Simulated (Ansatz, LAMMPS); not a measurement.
## Glassy 46SiO2-26B2O3-14Al2O3-14K2O (mol %) (133 atoms) under strain

Aim: relax glassy 46SiO2-26B2O3-14Al2O3-14K2O (mol %) (133 atoms), then change its volume and shape to read moduli from the stress.

Program: Ansatz 0.2.0. Level of theory: Kohn-Sham DFT, PBE, PAW (set soft_2), plane waves. Values are calculated unless marked as measured.

## Step 1: The system as given

The cell holds 133 atoms: 16 Si, 18 B, 10 Al, 10 K and 79 O. Cell: a = 12.098 Å, b = 12.098 Å, c = 12.098 Å, α = 90.0°, β = 90.0°, γ = 90.0°. 133 atoms (16 Si, 18 B, 10 Al, 10 K, 79 O) placed at random at 2.32 g/cm³, melted at 3000 K for 20 ps at fixed volume with the Buckingham and Coulomb pair potential of Guillot and Sator (Geochim. Cosmochim. Acta 71, 1249 (2007)) with the boron terms of Wang et al. (J. Non-Cryst. Solids 498, 294 (2018)). Quenched from 3000 K to 300 K at 50 K/ps and fixed volume, held 10 ps at zero pressure.

Limits known from the start: The quench rate of 50 K/ps far exceeds what a furnace or splat quench reaches, so expect more defects and frozen-in strain than in a real sample. The network of bonds at the start is that of the classical potential that made the cell, and needn't be the one that DFT or experiment would give. The Brillouin zone is sampled at Γ only.

## Step 2: Single point at the start

A single point comes first, to see the forces before anything moves.

File input.yaml:

```yaml
crystal:
  lattice:
    - [12.09787, 0.0, 0.0]
    - [0.0, 12.09787, 0.0]
    - [0.0, 0.0, 12.09787]
  atoms:
    - { symbol: Si, position: [0.08017, 0.33728, 0.61522] }
    - { symbol: Si, position: [0.48616, 0.25436, 0.81821] }
    - { symbol: Si, position: [0.45882, 0.20133, 0.44214] }
    - { symbol: Si, position: [0.12243, 0.21737, 0.13184] }
    - { symbol: Si, position: [0.68672, 0.99087, 0.00819] }
    - { symbol: Si, position: [0.62909, 0.09973, 0.29674] }
    - { symbol: Si, position: [0.44427, 0.5484, 0.47624] }
    - { symbol: Si, position: [0.1322, 0.27648, 0.36089] }
    - { symbol: Si, position: [0.19031, 0.48076, 0.77956] }
    - { symbol: Si, position: [0.1319, 0.09423, 0.63818] }
    - { symbol: Si, position: [0.86149, 0.13362, 0.8582] }
    - { symbol: Si, position: [0.84511, 0.42272, 0.3121] }
    - { symbol: Si, position: [0.14788, 0.7389, 0.19796] }
    - { symbol: Si, position: [0.91583, 0.53053, 0.09187] }
    - { symbol: Si, position: [0.10901, 0.0635, 0.87507] }
    - { symbol: Si, position: [0.28473, 0.92533, 0.29361] }
    - { symbol: B, position: [0.30188, 0.44808, 0.29989] }
    - { symbol: B, position: [0.60492, 0.20121, 0.0982] }
    - { symbol: B, position: [0.06232, 0.981, 0.06085] }
    - { symbol: B, position: [0.99213, 0.71417, 0.01554] }
    - { symbol: B, position: [0.28684, 0.16046, 0.27708] }
    - { symbol: B, position: [0.93856, 0.77421, 0.32376] }
    - { symbol: B, position: [0.92014, 0.48365, 0.53858] }
    - { symbol: B, position: [0.35441, 0.0539, 0.58492] }
    - { symbol: B, position: [0.60877, 0.53299, 0.83856] }
    - { symbol: B, position: [0.60768, 0.44648, 0.34704] }
    - { symbol: B, position: [0.38657, 0.56094, 0.90838] }
    - { symbol: B, position: [0.10351, 0.98611, 0.42264] }
    - { symbol: B, position: [0.56902, 0.37915, 0.98121] }
    - { symbol: B, position: [0.33721, 0.10682, 0.92402] }
    - { symbol: B, position: [0.41908, 0.3765, 0.61617] }
    - { symbol: B, position: [0.85126, 0.20846, 0.18661] }
    [... 95 atom lines left out ...]
    - { symbol: O, position: [0.47274, 0.32395, 0.93231] }
    - { symbol: O, position: [0.18576, 0.40721, 0.6675] }
    - { symbol: O, position: [0.10322, 0.9552, 0.95878] }
    - { symbol: O, position: [0.85711, 0.83294, 0.26604] }
    - { symbol: O, position: [0.01879, 0.97537, 0.3462] }
    - { symbol: O, position: [0.21968, 0.85543, 0.19671] }
kpoints:
  mp_grid: { grid: [1, 1, 1] }
hamiltonian:
  xc: pbe
scf:
  occupations: { method: fixed }
output:
  forces: true
```

Started as:

```sh
$ ansatz run input.yaml --threads 4 --pin off --max-ram 8192MiB --backend cpu --events-out ev --progress --plain --runs-dir out
```

What it wrote:

```text
Engine: ansatz 0.2.0, x86_64-unknown-linux-gnu
Pseudopotentials: kind: paw
Pseudopotential: Si, paw, valence charge 4, recommended cutoff 420 eV (normal), Si.paw.azcp
Pseudopotential: B, paw, valence charge 3, recommended cutoff 420 eV (normal), B.paw.azcp
Pseudopotential: Al, paw, valence charge 3, recommended cutoff 420 eV (normal), Al.paw.azcp
Pseudopotential: K, paw, valence charge 9, recommended cutoff 420 eV (normal), K.paw.azcp
Pseudopotential: O, paw, valence charge 6, recommended cutoff 420 eV (normal), O.paw.azcp
[... 5 lines on functional and potentials left out ...]
Crystal: 133 atoms, lattice volume = 1770.626 Å³
Basis set: ecut = 420 eV, 34505 PW (Γ), exchange–correlation on 162×162×162 points (8 copies of the dense FFT grid, shifted against one another)
Bands: 489, of which v1, the nominal top of the filled ones, is band 356 counted from 1 (355 counted from 0)
Symmetry: 1 space group operations
Space group: P1 (ITA 1), of the structure as read, at distance tolerance 1.2e-4 Å
k-points: 1
[... 11 lines on functional and potentials left out ...]
Initial density: superposition of atomic densities (neutral atoms: chi_scale 0, normalization atom), corrected by the library's trained network
Initial wavefunctions: pseudopotential atomic-orbital guess
Functional: x = pbe(κ = 0.804, μ = 0.219515), c = pbe(β = 0.066725)
SCF iter   1: F=—  HF=-78684.957713 eV  |F-HF|=—  |Δ(HF+E_count)|=         —  Δρ=2.95e-3  dr2=2.96e-1  ethr=1.77e-3  ⟨swp⟩=6.0  Hψ=1571  notcnv=0  defer=131
preconditioner: auto → Resta (q_TF=auto, 2.344 Å⁻¹)  ε∞=3.1  [insulator: Δε(μ)=1.491 eV  Ē_g=16.075 eV  n_scr=388 (ndim 8)  ℏωp=23.2 eV  f_vac=0.142  ε∞_Penn≈3.1]
SCF iter   2: F=—  HF=-78684.937708 eV  |F-HF|=—  |Δ(HF+E_count)|=   2.00e-2  Δρ=1.62e-3  dr2=9.03e-2  ethr=4.15e-5  ⟨swp⟩=4.0  Hψ=735  notcnv=0  defer=131
SCF iter   3: F=—  HF=-78684.928796 eV  |F-HF|=—  |Δ(HF+E_count)|=   8.91e-3  Δρ=9.67e-4  dr2=2.22e-2  ethr=1.27e-5  ⟨swp⟩=5.0  Hψ=635  notcnv=0  defer=109
automatic band count: iteration 3 solves 467 bands in place of 489: the levels show a gap, and the empty bands left out lie too high to hold charge; the band table lists the bands solved (type scf.n_extra_bands for more)
SCF iter   4: F=—  HF=-78684.924734 eV  |F-HF|=—  |Δ(HF+E_count)|=   4.06e-3  Δρ=3.18e-4  dr2=2.28e-3  ethr=3.12e-6  ⟨swp⟩=4.0  Hψ=661  notcnv=0  defer=109
SCF iter   5: F=—  HF=-78684.924724 eV  |F-HF|=—  |Δ(HF+E_count)|=   9.89e-6  Δρ=1.92e-4  dr2=6.60e-4  ethr=3.20e-7  ⟨swp⟩=2.0  Hψ=653  notcnv=0  defer=109
SCF iter   6: F=—  HF=-78684.924738 eV  |F-HF|=—  |Δ(HF+E_count)|=   1.35e-5  Δρ=8.37e-5  dr2=1.17e-4  ethr=9.27e-8  ⟨swp⟩=3.0  Hψ=651  notcnv=0  defer=109
SCF iter   7: F=—  HF=-78684.924718 eV  |F-HF|=—  |Δ(HF+E_count)|=   2.02e-5  Δρ=2.62e-5  dr2=1.41e-5  ethr=1.64e-8  ⟨swp⟩=3.0  Hψ=640  notcnv=0  defer=109
SCF iter   8: F=—  HF=-78684.929235 eV  |F-HF|=—  |Δ(HF+E_count)|=   4.52e-3  Δρ=1.91e-5  dr2=5.47e-6  ethr=1.98e-9  ⟨swp⟩=3.0  Hψ=820  notcnv=0  defer=109
SCF iter   9: F=—  HF=-78684.929235 eV  |F-HF|=—  |Δ(HF+E_count)|=   4.18e-7  Δρ=4.47e-6  dr2=3.23e-7  ethr=7.68e-10  ⟨swp⟩=2.0  Hψ=662  notcnv=0  defer=109
SCF iter  10: F=—  HF=-78684.929235 eV  |F-HF|=—  |Δ(HF+E_count)|=   2.75e-7  Δρ=3.24e-6  dr2=1.46e-7  ethr=1.40e-11  ⟨swp⟩=5.0  Hψ=1418  notcnv=0
SCF iter  11: F=-78684.929235 eV  HF=-78684.929235 eV  |F-HF|=5.12e-9  |Δ(HF+E_count)|=   1.51e-8  Δρ=6.91e-7  dr2=7.36e-9  ethr=1.40e-11  ⟨swp⟩=4.0  Hψ=1251  notcnv=0
SCF 1 converged in 11 iterations: F = -78684.929235 eV  dr2 = 7.36e-9
  greatest PAW one-centre occupation: 0.987 electrons in one spin orbital (limit 2), on the K atom at site 50 (counted from 0), in its partial waves of l = 0
SCF converged after 11 iterations
Free energy (F): -78684.929235 eV
Harris-Foulkes:  -78684.929235 eV  (|F-HF|=5.12e-9)
Internal energy: -78684.929235 eV  (E = F + TS)
E sigma→0 (E₀):  -78684.929235 eV
Fermi energy:    4.147288 eV
--- Per-component energies (eV) ---
  E_band       = -3583.194700
  E_kinetic    = 18415.355126
  E_local      = -50414.845110  (includes V_loc(G=0)·N_el)
  E_nonlocal   = 4612.877692
  E_hartree    = 18980.624420
  E_xc         = -9064.202460
  E_vxc        = -10843.387097  (∫ρ·V_xc dr)
  E_paw        = -34668.871884  (= ΣΔE_a)
  E_vpaw       = -3314.647406  (= ΣTr[D̂ρ^β])
  E_aug_tail   = 0.201269  (compensation charges beyond the density's cutoff)
  E_ewald      = -26546.068287
  E_smearing   = -0.000000  (= −TS)
  E_closure    = 0.000000  (closes the sum)
  Σ components = -78684.929235   (vs F -78684.929235, Δ=0.00e0)
--- Forces (eV/Å), atoms counted from 1 ---
  atom   1  Si    -1.86328626     0.54761425    -0.80800870
  atom   2  Si    -1.62538650     0.77026139     1.90305009
  atom   3  Si    -1.73490646     1.59365182    -2.52656418
  atom   4  Si     0.03610916    -2.07524449     2.18618410
  atom   5  Si    -0.62514775     0.75200080    -0.83742710
  atom   6  Si     0.19232414    -0.61503086    -0.97989269
  atom   7  Si     0.18019479    -2.59087303    -3.23382296
  atom   8  Si     2.22083140     1.61858656    -1.06475844
  atom   9  Si    -1.21015099     0.06139424     1.77995048
  atom  10  Si     1.89019627     1.05924383    -1.53541187
  atom  11  Si    -2.49352569    -3.85146632    -1.10012495
  atom  12  Si    -1.41625573    -1.60942105    -0.16591254
  atom  13  Si     1.39566196    -0.56640439    -1.45854249
  atom  14  Si    -0.47091990    -3.30039522    -0.21047511
[...]
atom 132  O      0.33216650     0.14852696     1.49629964
  atom 133  O     -0.49938738     0.70742208    -0.76747179
  max |Σ_I F_I| component: 3.94e-5 eV/Å
```

It took 9.1 s on 4 threads of AMD EPYC 9R45, shared host; peak memory 2.4 GiB; 31 s of CPU time.

The column dr2 measures how far the density is from self-consistency, as an energy; F and HF (Harris–Foulkes) agree once it is small.

The r.m.s. force at the start is 1.1 eV/Å.

## Step 3: Cell and atoms relaxed

Cell and atoms are freed together, to release stress as well as forces.

File input.yaml:

```yaml
crystal:
  lattice:
    - [12.09787, 0.0, 0.0]
    - [0.0, 12.09787, 0.0]
    - [0.0, 0.0, 12.09787]
  atoms:
    [... the 133 atom lines of step 2 ...]
kpoints:
  mp_grid: { grid: [1, 1, 1] }
hamiltonian:
  xc: pbe
scf:
  occupations: { method: fixed }
output:
  forces: true
relax:
  f_tol: 0.05
  max_steps: 150
  cell: {}
```

What it wrote:

```text
[...]
Crystal: 133 atoms, lattice volume = 1770.626 Å³
Basis set: ecut = 420 eV, 34505 PW (Γ), exchange–correlation on 162×162×162 points (8 copies of the dense FFT grid, shifted against one another)
Bands: 489, of which v1, the nominal top of the filled ones, is band 356 counted from 1 (355 counted from 0)
Symmetry: 1 space group operations
[...]
k-points: 1
[...]
SCF iter   1: F=—  HF=-78684.957721 eV  |F-HF|=—  |Δ(HF+E_count)|=         —  Δρ=2.95e-3  dr2=2.96e-1  ethr=1.77e-3  ⟨swp⟩=6.0  Hψ=1571  notcnv=0  defer=131
[...]
SCF iter  11: F=-78684.929235 eV  HF=-78684.929235 eV  |F-HF|=5.09e-9  |Δ(HF+E_count)|=   1.51e-8  Δρ=6.91e-7  dr2=7.37e-9  ethr=1.40e-11  ⟨swp⟩=4.0  Hψ=1251  notcnv=0
SCF 1 converged in 11 iterations: F = -78684.929235 eV  dr2 = 7.37e-9
[...]
relax step   1: F+E_penalty+E_count = -78684.92923490 eV  Δ(F+E_penalty+E_count) = +0.000e0 eV  max|allowed force component| = 3.851e0 eV/Å  Δτ_max = 0.0000 Å  P = +0.452 GPa  Ω = 1770.626 Å³  (11 SCF iters, dr2 threshold 1.00e-7 eV, accepted)
[... from here on, the SCF cycles and remarks between the steps are left out ...]
relax step   2: F+E_penalty+E_count = -78690.86018304 eV  Δ(F+E_penalty+E_count) = -5.931e0 eV  max|allowed force component| = 2.670e0 eV/Å  Δτ_max = 0.1967 Å  P = +0.397 GPa  Ω = 1764.730 Å³  energy of the carried Pulay correction = +2.043e-2 eV  (7 SCF iters, dr2 threshold 1.33e-5 eV, accepted)
relax step   3: F+E_penalty+E_count = -78694.90960011 eV  Δ(F+E_penalty+E_count) = -4.049e0 eV  max|allowed force component| = 9.621e-1 eV/Å  Δτ_max = 0.1937 Å  P = +0.202 GPa  Ω = 1762.649 Å³  energy of the carried Pulay correction = +2.766e-2 eV  (8 SCF iters, dr2 threshold 1.33e-5 eV, accepted)
relax step   4: F+E_penalty+E_count = -78696.29537788 eV  Δ(F+E_penalty+E_count) = -1.386e0 eV  max|allowed force component| = 6.308e-1 eV/Å  Δτ_max = 0.1948 Å  P = -0.020 GPa  Ω = 1765.229 Å³  energy of the carried Pulay correction = +1.870e-2 eV  (7 SCF iters, dr2 threshold 1.33e-5 eV, accepted)
relax step   5: F+E_penalty+E_count = -78697.10676081 eV  Δ(F+E_penalty+E_count) = -8.114e-1 eV  max|allowed force component| = 5.239e-1 eV/Å  Δτ_max = 0.1987 Å  P = -0.072 GPa  Ω = 1768.142 Å³  energy of the carried Pulay correction = +8.600e-3 eV  (7 SCF iters, dr2 threshold 1.33e-5 eV, accepted)
relax step   6: F+E_penalty+E_count = -78697.74142047 eV  Δ(F+E_penalty+E_count) = -6.347e-1 eV  max|allowed force component| = 3.645e-1 eV/Å  Δτ_max = 0.1956 Å  P = -0.065 GPa  Ω = 1773.227 Å³  energy of the carried Pulay correction = -8.994e-3 eV  (7 SCF iters, dr2 threshold 1.33e-5 eV, accepted)
relax step   7: F+E_penalty+E_count = -78698.13844551 eV  Δ(F+E_penalty+E_count) = -3.970e-1 eV  max|allowed force component| = 3.212e-1 eV/Å  Δτ_max = 0.2000 Å  P = -0.055 GPa  Ω = 1778.764 Å³  energy of the carried Pulay correction = -2.810e-2 eV  (7 SCF iters, dr2 threshold 8.30e-6 eV, accepted)
relax step   8: F+E_penalty+E_count = -78698.46831526 eV  Δ(F+E_penalty+E_count) = -3.299e-1 eV  max|allowed force component| = 2.624e-1 eV/Å  Δτ_max = 0.1951 Å  P = -0.046 GPa  Ω = 1783.981 Å³  energy of the carried Pulay correction = -4.604e-2 eV  (7 SCF iters, dr2 threshold 6.45e-6 eV, accepted)
relax step   9: F+E_penalty+E_count = -78698.71003142 eV  Δ(F+E_penalty+E_count) = -2.417e-1 eV  max|allowed force component| = 2.539e-1 eV/Å  Δτ_max = 0.1954 Å  P = -0.014 GPa  Ω = 1788.365 Å³  energy of the carried Pulay correction = -6.108e-2 eV  (7 SCF iters, dr2 threshold 4.30e-6 eV, accepted)
relax step  10: F+E_penalty+E_count = -78698.91090512 eV  Δ(F+E_penalty+E_count) = -2.009e-1 eV  max|allowed force component| = 2.458e-1 eV/Å  Δτ_max = 0.1952 Å  P = -0.013 GPa  Ω = 1792.649 Å³  energy of the carried Pulay correction = -7.574e-2 eV  (7 SCF iters, dr2 threshold 4.03e-6 eV, accepted)
relax step  11: F+E_penalty+E_count = -78699.08606040 eV  Δ(F+E_penalty+E_count) = -1.752e-1 eV  max|allowed force component| = 2.024e-1 eV/Å  Δτ_max = 0.1929 Å  P = -0.008 GPa  Ω = 1796.468 Å³  energy of the carried Pulay correction = -8.877e-2 eV  (7 SCF iters, dr2 threshold 3.78e-6 eV, accepted)
relax step  12: F+E_penalty+E_count = -78699.24497167 eV  Δ(F+E_penalty+E_count) = -1.589e-1 eV  max|allowed force component| = 1.852e-1 eV/Å  Δτ_max = 0.1944 Å  P = -0.020 GPa  Ω = 1800.595 Å³  energy of the carried Pulay correction = -1.028e-1 eV  (8 SCF iters, dr2 threshold 2.56e-6 eV, accepted)
relax step  13: F+E_penalty+E_count = -78699.36810268 eV  Δ(F+E_penalty+E_count) = -1.231e-1 eV  max|allowed force component| = 2.632e-1 eV/Å  Δτ_max = 0.1951 Å  P = -0.057 GPa  Ω = 1804.747 Å³  energy of the carried Pulay correction = -1.169e-1 eV  (8 SCF iters, dr2 threshold 2.14e-6 eV, accepted)
relax step  14: F+E_penalty+E_count = -78699.45444584 eV  Δ(F+E_penalty+E_count) = -8.634e-2 eV  max|allowed force component| = 2.268e-1 eV/Å  Δτ_max = 0.2000 Å  P = -0.057 GPa  Ω = 1807.907 Å³  energy of the carried Pulay correction = -1.277e-1 eV  (7 SCF iters, dr2 threshold 4.33e-6 eV, accepted)
[...]
relax step  27: F+E_penalty+E_count = -78699.56629119 eV  Δ(F+E_penalty+E_count) = +1.629e-1 eV  max|allowed force component| = 5.201e-1 eV/Å  Δτ_max = 0.2000 Å  P = -0.088 GPa  Ω = 1814.471 Å³  energy of the carried Pulay correction = -1.499e-1 eV  (9 SCF iters, dr2 threshold 1.34e-6 eV, rejected (line search))
relax step  28: F+E_penalty+E_count = -78699.74397900 eV  Δ(F+E_penalty+E_count) = -1.478e-2 eV  max|allowed force component| = 7.390e-2 eV/Å  Δτ_max = 0.0470 Å  P = +0.013 GPa  Ω = 1815.846 Å³  energy of the carried Pulay correction = -1.545e-1 eV  (12 SCF iters, accepted)
relax step  29: F+E_penalty+E_count = -78699.73130859 eV  Δ(F+E_penalty+E_count) = +1.267e-2 eV  max|allowed force component| = 1.197e-1 eV/Å  Δτ_max = 0.1000 Å  P = -0.067 GPa  Ω = 1816.709 Å³  energy of the carried Pulay correction = -1.574e-1 eV  (9 SCF iters, dr2 threshold 3.41e-7 eV, rejected (line search))
relax step  30: F+E_penalty+E_count = -78699.75013340 eV  Δ(F+E_penalty+E_count) = -6.154e-3 eV  max|allowed force component| = 3.936e-2 eV/Å  Δτ_max = 0.0446 Å  P = -0.022 GPa  Ω = 1816.069 Å³  energy of the carried Pulay correction = -1.553e-1 eV  (12 SCF iters, accepted)
relax step  31: F+E_penalty+E_count = -78699.99478131 eV  Δ(F+E_penalty+E_count) = -2.446e-1 eV  max|allowed force component| = 3.946e-2 eV/Å  Δτ_max = 0.0000 Å  P = +0.188 GPa  Ω = 1816.069 Å³  stress off target by 3.58e-1 GPa  SCF on the basis re-selected at this cell (its energy is not comparable with the rows above)  (8 SCF iters)
relax step  32: F+E_penalty+E_count = -78699.98001067 eV  Δ(F+E_penalty+E_count) = +1.477e-2 eV  max|allowed force component| = 6.056e-2 eV/Å  Δτ_max = 0.0500 Å  P = -0.003 GPa  Ω = 1824.317 Å³  energy of the carried Pulay correction = -2.758e-2 eV  (8 SCF iters, dr2 threshold 3.21e-7 eV, accepted)
relax step  33: F+E_penalty+E_count = -78699.97974701 eV  Δ(F+E_penalty+E_count) = +2.637e-4 eV  max|allowed force component| = 4.420e-2 eV/Å  Δτ_max = 0.0304 Å  P = -0.036 GPa  Ω = 1825.321 Å³  energy of the carried Pulay correction = -3.094e-2 eV  (7 SCF iters, dr2 threshold 2.29e-7 eV, accepted)
relax step  34: F+E_penalty+E_count = -78699.97895546 eV  Δ(F+E_penalty+E_count) = +7.915e-4 eV  max|allowed force component| = 8.465e-2 eV/Å  Δτ_max = 0.0150 Å  P = -0.040 GPa  Ω = 1825.894 Å³  energy of the carried Pulay correction = -3.288e-2 eV  (9 SCF iters, dr2 threshold 7.53e-9 eV, accepted)
relax step  35: F+E_penalty+E_count = -78699.95676981 eV  Δ(F+E_penalty+E_count) = +2.219e-2 eV  max|allowed force component| = 1.416e-1 eV/Å  Δτ_max = 0.1058 Å  P = +0.027 GPa  Ω = 1827.832 Å³  energy of the carried Pulay correction = -3.939e-2 eV  (9 SCF iters, dr2 threshold 4.48e-7 eV, rejected (line search))
relax step  36: F+E_penalty+E_count = -78699.97991745 eV  Δ(F+E_penalty+E_count) = -9.620e-4 eV  max|allowed force component| = 3.214e-2 eV/Å  Δτ_max = 0.0285 Å  P = -0.004 GPa  Ω = 1826.561 Å³  energy of the carried Pulay correction = -3.513e-2 eV  (11 SCF iters, accepted)
relax step  37: F+E_penalty+E_count = -78700.02305788 eV  Δ(F+E_penalty+E_count) = -4.314e-2 eV  max|allowed force component| = 3.238e-2 eV/Å  Δτ_max = 0.0000 Å  P = +0.011 GPa  Ω = 1826.561 Å³  stress off target by 5.03e-2 GPa  SCF on the basis re-selected at this cell (its energy is not comparable with the rows above)  (6 SCF iters)
relax step  38: F+E_penalty+E_count = -78700.01961492 eV  Δ(F+E_penalty+E_count) = +3.443e-3 eV  max|allowed force component| = 3.650e-2 eV/Å  Δτ_max = 0.0138 Å  P = +0.005 GPa  Ω = 1827.953 Å³  energy of the carried Pulay correction = -4.449e-3 eV  (9 SCF iters, dr2 threshold 6.31e-9 eV, accepted)
relax step  39: F+E_penalty+E_count = -78700.02496009 eV  Δ(F+E_penalty+E_count) = -5.345e-3 eV  max|allowed force component| = 3.646e-2 eV/Å  Δτ_max = 0.0000 Å  P = +0.006 GPa  Ω = 1827.953 Å³  stress off target by 2.10e-2 GPa  SCF on the basis re-selected at this cell (its energy is not comparable with the rows above)  (5 SCF iters)
[...]
SCF converged after 5 iterations
Free energy (F): -78700.024960 eV
[...]
Internal energy: -78700.024960 eV  (E = F + TS)
E sigma→0 (E₀):  -78700.024960 eV
Fermi energy:    3.224136 eV
[...]
--- Forces (eV/Å), atoms counted from 1 ---
  atom   1  Si     0.00093728    -0.00186146    -0.00552165
  atom   2  Si     0.00105865    -0.00108447    -0.01332265
  atom   3  Si     0.00141390    -0.00613899     0.00804383
  atom   4  Si     0.01662648     0.00875541     0.02102633
  atom   5  Si    -0.00550109    -0.00025713     0.00367640
  atom   6  Si     0.01047142     0.00763077     0.00100567
  atom   7  Si    -0.01086924    -0.00901978    -0.01545277
  atom   8  Si     0.00585177     0.00304017    -0.00113127
  atom   9  Si    -0.01096900    -0.02021317    -0.00006833
  atom  10  Si     0.01176176    -0.00472781    -0.00461376
  atom  11  Si     0.00671133    -0.01127611    -0.00776376
  atom  12  Si     0.00825131    -0.00614250     0.00144876
  atom  13  Si     0.01024872     0.01015000     0.00794323
  atom  14  Si     0.01622572    -0.01243838     0.01167480
[...]
atom 132  O     -0.00629339    -0.00447903    -0.00415276
  atom 133  O     -0.00291933    -0.00511557    -0.01530892
  max |Σ_I F_I| component: 4.38e-5 eV/Å
--- Stress (GPa, compression-positive) ---
        0.005768       0.007574      -0.002705
        0.007565       0.017237       0.000473
       -0.002708       0.000475      -0.004175
  P = ⅓ Tr σ = 0.0063 GPa (0.063 kbar)
--- Relaxed structure (36 steps of the walk, 31 accepted, 3 SCFs on fresh bases) ---
  F+E_penalty+E_count = -78700.02496009 eV   max|allowed force component| = 3.646e-2 eV/Å   (the final SCF, on the basis selected at the relaxed cell)
  cell:  # Å, volume = 1827.9530 Å³
    - [12.214967, 0.175544, -0.100221]
    - [0.175544, 12.306125, 0.231719]
    - [-0.100221, 0.231719, 12.168234]
  atoms:
    - { symbol: Si, position: [0.075074, 0.340428, 0.600637] }
    - { symbol: Si, position: [0.480140, 0.273306, 0.814657] }
    - { symbol: Si, position: [0.470454, 0.169836, 0.466515] }
    - { symbol: Si, position: [0.158344, 0.236403, 0.145080] }
[...]
- { symbol: O, position: [0.204262, 0.837548, 0.227808] }
```

The job ended after 4.4 min (4 threads; peak memory 2.6 GiB; 17 min of CPU time).

The relaxation converged after 36 steps, with a largest force component of 0.036 eV/Å.

(Continued in part 2 of 4.)

[Long decimals in the printed logs are rounded to 6 places.]

[Logs are printed without paths, hosts, clocks, repeated set-up lines and the standing remarks that a program may print on its own settings, such as how far it seeks lower states.]

[Hosts, paths, dates, database ids (printed as entryN), source tags and the programs' standing remarks are cut or masked in the printed files.]
